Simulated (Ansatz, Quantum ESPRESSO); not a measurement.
## Si3Ru (Fm-3m): zone-centre phonons

Aim: the zone-centre modes of Si3Ru (Fm-3m).

Program: Quantum ESPRESSO 7.5. Level of theory: DFT PBE, scalar-relativistic, plane waves, SG15 norm-conserving pseudopotentials. Results are calculated unless marked as measured.

Most raw output is cut from this account.

The structure was built from a prototype and need not be the compound's stable phase.

### 1. The starting structure

Symmetry: Fm-3m, No. 225, cubic system. Conventional cell: a = 6.086 Å, b = 6.086 Å, c = 6.086 Å, α = 90.00°, β = 90.00°, γ = 90.00°. Ru has 14 Si at 2.64 to 3.04 Å nearest. Nearest to Si lie 8 Si at 2.64 Å and 6 Ru at 3.04 Å. Nearest to Si lie 4 Si at 2.64 Å and 4 Ru at 2.64 Å. Farther neighbours are not listed.

### 2. A probe with smearing

Before anything dear is run, a loose run with smearing shows whether this is a metal and how far the cell is from rest.

Contents of probe.in:

```
&control
   calculation = 'scf'
   prefix = 'x'
   outdir = './tmp'
   pseudo_dir = './pseudo'
   tprnfor = .true.
   tstress = .true.
   verbosity = 'high'
/
&system
   ibrav = 0
   nat = 4
   ntyp = 2
   ecutwfc = 60.0
   occupations = 'smearing'
   smearing = 'gaussian'
   degauss = 0.01
/
&electrons
   conv_thr = 1.0d-07
   mixing_beta = 0.7
   electron_maxstep = 100
/
ATOMIC_SPECIES
 Ru    101.0700  Ru.upf
 Si     28.0850  Si.upf
CELL_PARAMETERS angstrom
    -3.042938060    0.000000000    3.042938060
     0.000000000    3.042938060    3.042938060
    -3.042938060    3.042938060    0.000000000
ATOMIC_POSITIONS crystal
 Ru     0.000000000   0.000000000   0.000000000
 Si     0.500000000   0.500000000   0.500000000
 Si     0.750000000   0.750000000   0.750000000
 Si     0.250000000   0.250000000   0.250000000
K_POINTS automatic
 6 6 6 0 0 0
```

On the command line:

```console
> OMP_NUM_THREADS=1 mpirun -n 4 pw.x -nk 4 -in probe.in > probe.out
```

Run time: 4.6 s. Hardware: 4 MPI ranks of Arm Neoverse V2, shared host.

Read from the output:

```yaml
volume_per_atom: 14.09 Å³
pressure: -5.627 GPa
gap_on_the_k_mesh: 0 eV
```

No gap opens on this mesh, so smearing is kept; the start stands at -5.6 GPa.

### 3. Relaxing the cell and atoms

The relaxation runs at a cutoff a fifth above that of the response, since stress converges more slowly with the basis than frequencies do. Forces and stress are brought to rest with tight thresholds.

Contents of relax.in:

```
&control
   calculation = 'vc-relax'
   prefix = 'x'
   outdir = './tmp'
   pseudo_dir = './pseudo'
   tprnfor = .true.
   tstress = .true.
   forc_conv_thr = 2.0d-05
   etot_conv_thr = 1.0d-07
   nstep = 40
/
&system
   ibrav = 0
   nat = 4
   ntyp = 2
   ecutwfc = 72
   occupations = 'smearing'
   smearing = 'mv'
   degauss = 0.02
/
&electrons
   conv_thr = 1.0d-11
   mixing_beta = 0.7
   electron_maxstep = 100
/
&ions
/
&cell
   press_conv_thr = 0.2
/
ATOMIC_SPECIES
 Ru    101.0700  Ru.upf
 Si     28.0850  Si.upf
CELL_PARAMETERS angstrom
    -3.042938060    0.000000000    3.042938060
     0.000000000    3.042938060    3.042938060
    -3.042938060    3.042938060    0.000000000
ATOMIC_POSITIONS crystal
 Ru     0.000000000   0.000000000   0.000000000
 Si     0.500000000   0.500000000   0.500000000
 Si     0.750000000   0.750000000   0.750000000
 Si     0.250000000   0.250000000   0.250000000
K_POINTS automatic
 10 10 10 0 0 0
```

On the command line:

```console
> OMP_NUM_THREADS=1 mpirun -n 4 pw.x -nk 4 -in relax.in > relax.out
```

Elapsed: 77 s, on 4 MPI ranks.

Step by step:

| step | energy less that of the first step (eV) | largest force (eV/Å) | pressure (GPa) | volume (Å³) |
| --- | --- | --- | --- | --- |
| 1 | 0.0000 | 0.0000 | -4.52 | 56.35 |
| 2 | -0.0234 | 0.0000 | -1.21 | 55.06 |
| 3 | -0.0250 | 0.0000 | 0.07 | 54.60 |
| 4 | -0.0250 | 0.0000 | 0.00 | 54.63 |
| 5 | -0.0250 | 0.0000 | 0.00 | 54.63 |
| 6 | -0.0250 | 0.0000 | 0.00 | 54.63 |

| conventional cell, symmetrised | before | after | change |
| --- | --- | --- | --- |
| a (Å) | 6.086 | 6.023 | -1.0 % |
| b (Å) | 6.086 | 6.023 | -1.0 % |
| c (Å) | 6.086 | 6.023 | -1.0 % |
| volume (Å³/atom) | 14.09 | 13.66 | -3.1 % |

Final coordinates:

```cif
data_structure
_symmetry_space_group_name_H-M 'P 1'
_symmetry_Int_Tables_number 1
_cell_length_a 4.2591
_cell_length_b 4.2591
_cell_length_c 4.2591
_cell_angle_alpha 60.000
_cell_angle_beta 60.000
_cell_angle_gamma 60.000
_cell_volume 54.63
loop_
_atom_site_label
_atom_site_type_symbol
_atom_site_fract_x
_atom_site_fract_y
_atom_site_fract_z
_atom_site_occupancy
Ru1 Ru 0.00000 0.00000 0.00000 1
Si2 Si 0.50000 0.50000 0.50000 1
Si3 Si 0.75000 0.75000 0.75000 1
Si4 Si 0.25000 0.25000 0.25000 1
```

The last row of the table of steps is pw.x's closing run on a basis chosen anew for the final cell, so its energy can jump.

Read from the output:

| Item | Value |
| --- | --- |
| volume per atom | 13.66 Å³ |
| pressure | -0.003000 GPa |

The volume changes by -3.1 % from the cell with which this run began.

### 4. Self-consistent run for the response

Perturbation theory inherits every error of the wavefunctions, so the threshold is set near the limit of the arithmetic. Smearing stays on, as the first look found no gap above 0.3 eV.

Contents of scf.in:

```
&control
   calculation = 'scf'
   prefix = 'x'
   outdir = './tmp'
   pseudo_dir = './pseudo'
   tprnfor = .true.
   tstress = .true.
/
&system
   ibrav = 0
   nat = 4
   ntyp = 2
   ecutwfc = 60.0
   occupations = 'smearing'
   smearing = 'mv'
   degauss = 0.02
/
&electrons
   conv_thr = 1.0d-12
   mixing_beta = 0.7
   electron_maxstep = 100
/
ATOMIC_SPECIES
 Ru    101.0700  Ru.upf
 Si     28.0850  Si.upf
CELL_PARAMETERS angstrom
    -3.011603911    0.000000000    3.011603911
     0.000000000    3.011603911    3.011603911
    -3.011603911    3.011603911    0.000000000
ATOMIC_POSITIONS crystal
 Ru     0.000000000   0.000000000   0.000000000
 Si     0.500000000   0.500000000   0.500000000
 Si     0.750000000   0.750000000   0.750000000
 Si     0.250000000   0.250000000   0.250000000
K_POINTS automatic
 10 10 10 0 0 0
```

On the command line:

```console
> OMP_NUM_THREADS=1 mpirun -n 4 pw.x -nk 4 -in scf.in > scf.out
```

Wall time 12 s (4 MPI ranks); 47 s of CPU time.

Numbers from this step:

| Quantity | Value |
| --- | --- |
| pressure | -0.038 GPa |

The cell stands at -0.038 GPa, close enough for phonons.

### 5. Linear response at Γ

At q = 0 one unit cell holds all displacements; symmetry groups them into irreducible representations that are solved one by one. With smeared occupations no response to a homogeneous field can be asked.

Contents of ph.in:

```
phonons
&inputph
   prefix = 'x'
   outdir = './tmp'
   fildyn = 'g.dyn'
   tr2_ph = 1.0d-18
   alpha_mix(1) = 0.4
   nmix_ph = 8
/
0.000000000000 0.000000000000 0.000000000000
```

On the command line:

```console
> OMP_NUM_THREADS=1 mpirun -n 4 ph.x -nk 4 -in ph.in > ph.out
```

Elapsed: 5.4 min, on 4 MPI ranks; 22 min of CPU time.

This step gave:

- largest acoustic frequency at the zone centre before the sum rule: 4.68 cm⁻¹
- highest optical zone-centre mode (no LO-TO term): 263.2 cm⁻¹
- lowest optical zone-centre mode: -70.24 cm⁻¹

The acoustic modes at Γ come out as far as 4.7 cm⁻¹ from zero, where they should vanish, a small numerical error. The lowest optical mode is imaginary, 70i cm⁻¹, an instability at this level and on this k mesh.

### 6. Zone-centre analysis

A rigid shift of the crystal must cost nothing, but grids and finite bases break this; the acoustic sum rule is imposed before the matrix is diagonalised again.

Contents of dynmat.in:

```
&input
   fildyn = 'g.dyn'
   asr = 'simple'
   fileig = 'dynmat.eig'
/
```

On the command line:

```console
> dynmat.x -in dynmat.in > dynmat.out
```

The job ended after 0.45 s (1 thread).

Numbers from this step:

```
lowest optical zone-centre mode : -70.41 cm⁻¹
```

Unit eigenvectors of the mass-weighted matrix after the sum rule; no LO-TO term. The modes at Γ (shares of kinetic energy by element, %) (negative means imaginary):

| mode | frequency (cm⁻¹) | Ru % | Si % |
| --- | --- | --- | --- |
| 1 | -70.4 | 43 | 57 |
| 2 | -70.4 | 43 | 57 |
| 3 | -70.4 | 43 | 57 |
| 4 | 0.0 | 55 | 45 |
| 5 | 0.0 | 55 | 45 |
| 6 | 0.0 | 55 | 45 |
| 7 | 239.8 | 0 | 100 |
| 8 | 239.8 | 0 | 100 |
| 9 | 239.8 | 0 | 100 |
| 10 | 263.2 | 3 | 97 |
| 11 | 263.2 | 3 | 97 |
| 12 | 263.2 | 3 | 97 |

Displacements in mode 2 (-70.4 cm⁻¹), the largest set to 1:
```
Ru1 -0.10  0.03  0.56
Si2  0.18 -0.05 -1.00
Si3  0.09 -0.02 -0.50
Si4  0.09 -0.02 -0.50
```

Displacements in mode 7 (239.8 cm⁻¹), the largest set to 1:
```
Ru1  0.00  0.00  0.00
Si2  0.00  0.00  0.00
Si3  1.00  0.69 -0.08
Si4 -1.00 -0.69  0.08
```

The rule moves no optical mode by more than 0.2 cm⁻¹.

### 7. Sum rules set otherwise (asr no)

Without the rule the raw error of the acoustic modes shows.

Contents of dynmat.in:

```
&input
   fildyn = 'g.dyn'
   asr = 'no'
   fileig = 'dynmat.eig'
/
```

On the command line:

```console
> dynmat.x -in dynmat.in > dynmat.out
```

The job ended after 0.45 s (1 thread).

This step gave:

```yaml
lowest_optical_zone_centre_mode: -70.24 cm⁻¹
```

Zone-centre frequencies as printed; negative means imaginary. Modes:

| mode | frequency (cm⁻¹) |
| --- | --- |
| 1 | -70.24 |
| 2 | -70.24 |
| 3 | -70.24 |
| 4 | 4.68 |
| 5 | 4.68 |
| 6 | 4.68 |
| 7 | 239.9 |
| 8 | 239.9 |
| 9 | 239.9 |
| 10 | 263.2 |
| 11 | 263.2 |
| 12 | 263.2 |

Against the first rule no mode moves by more than 4.7 cm⁻¹.

### 8. Sum rules set otherwise (asr crystal)

The rule can be imposed in more than one way; the choices should agree where the raw error is small.

Contents of dynmat.in:

```
&input
   fildyn = 'g.dyn'
   asr = 'crystal'
   fileig = 'dynmat.eig'
/
```

On the command line:

```console
> dynmat.x -in dynmat.in > dynmat.out
```

Run time: 0.45 s. Hardware: 1 thread.

Zone-centre frequencies as printed; negative means imaginary. Modes:

| mode | frequency (cm⁻¹) |
| --- | --- |
| 1 | -70.24 |
| 2 | -70.24 |
| 3 | -70.24 |
| 4 | 0 |
| 5 | 0 |
| 6 | 0 |
| 7 | 239.9 |
| 8 | 239.9 |
| 9 | 239.9 |
| 10 | 263.2 |
| 11 | 263.2 |
| 12 | 263.2 |

Against the first rule no mode moves by more than 0.2 cm⁻¹.

### 9. The same in Ansatz

The same cell goes through another code, with its own cutoff. It uses its own PAW datasets, so the potentials differ. Its k mesh is centred on Γ.

This step: DFT PBE, scalar-relativistic, plane waves, PAW (Ansatz 0.2.0).

Contents of input.yaml:

```yaml
crystal:
  lattice:
    - [-3.011603911, 0.0, 3.011603911]
    - [0.0, 3.011603911, 3.011603911]
    - [-3.011603911, 3.011603911, 0.0]
  atoms:
    - { symbol: Ru, position: [0.0, 0.0, 0.0] }
    - { symbol: Si, position: [0.5, 0.5, 0.5] }
    - { symbol: Si, position: [0.75, 0.75, 0.75] }
    - { symbol: Si, position: [0.25, 0.25, 0.25] }
kpoints:
  mp_grid: { grid: [10, 10, 10] }
hamiltonian:
  xc: pbe
scf:
  occupations: { method: cold, width: 0.27211 }
output:
  eigenvalues: true
phonons:
  method: dfpt
```

On the command line:

```console
> ansatz run input.yaml --threads 4 --pin off --max-ram 8192MiB --backend cpu --events-out ev --progress --plain --runs-dir out
```

Elapsed: 8.3 s, on 4 threads; peak memory 0.64 GiB.

Numbers from this step:

| Property | Result |
| --- | --- |
| sum-rule residual before enforcement | 2.39e-5 eV/Å² |
| highest optical zone-centre mode (no LO-TO term) | 259.6 cm⁻¹ |
| lowest optical zone-centre mode | -72.89 cm⁻¹ |

### 10. Side by side: QE SG15 and Ansatz, PAW

Numbers from this step:

```yaml
root_mean_square_difference: 2.7 cm⁻¹
largest_difference: 3.62 cm⁻¹
```

Frequencies side by side, by row:

| q (reciprocal lattice) | mode | QE SG15 (cm⁻¹) | Ansatz, PAW (cm⁻¹) |
| --- | --- | --- | --- |
| 0 0 0 | 1 | -70.41 | -72.89 |
| 0 0 0 | 2 | -70.41 | -72.89 |
| 0 0 0 | 3 | -70.41 | -72.89 |
| 0 0 0 | 4 | 0 | 0 |
| 0 0 0 | 5 | 0 | 0 |
| 0 0 0 | 6 | 0 | 0 |
| 0 0 0 | 7 | 239.8 | 238.2 |
| 0 0 0 | 8 | 239.8 | 238.2 |
| 0 0 0 | 9 | 239.8 | 238.2 |
| 0 0 0 | 10 | 263.2 | 259.6 |
| 0 0 0 | 11 | 263.2 | 259.6 |
| 0 0 0 | 12 | 263.2 | 259.6 |

At the zone centre the largest difference (acoustic modes at Γ apart) is 1 % of the highest mode.

### 11. What came out

| Property | Result |
| --- | --- |
| space group after relaxation | Fm-3m |
| volume per atom | 13.7 Å³ |
| highest optical zone-centre mode (no LO-TO term) | 263.2 cm⁻¹ |
| lowest optical zone-centre mode | -70.4 cm⁻¹ |
| imaginary optical modes at the zone centre (no q mesh in this session) | yes |
| largest difference from Ansatz, PAW | 3.62 cm⁻¹ |

**Reading.** At the PBE level the optical modes of Si3Ru (Fm-3m) at the zone centre run from 70i to 263 cm⁻¹, so the structure is a saddle point, with 3 modes beyond 10i cm⁻¹ there. Of the 9 optical modes, 6 are infrared active alone and 3 are Raman active alone; inversion symmetry keeps the two sets apart. QE SG15 and Ansatz, PAW differ by 2.7 cm⁻¹ in the root mean square and by 3.6 cm⁻¹ at most, 1.4 % of the highest mode compared (acoustic modes at Γ left out); the two use different potentials, and the cell was not relaxed for the second set. These are harmonic frequencies at zero temperature: anharmonic shifts and linewidths and thermal expansion are left out. In a metal the frequencies hang on the k mesh and the smearing, most of all near Kohn anomalies. The structure is a hypothetical one, built on a prototype.

[Host names and launcher messages were left out of these logs when they were recorded.]

[Logs are printed without paths, hosts, clocks, repeated set-up lines and the standing remarks that a program may print on its own settings, such as how far it seeks lower states.]

[Hosts, paths, dates, database ids (printed as entryN), source tags and the programs' standing remarks are cut or masked in the printed files.]
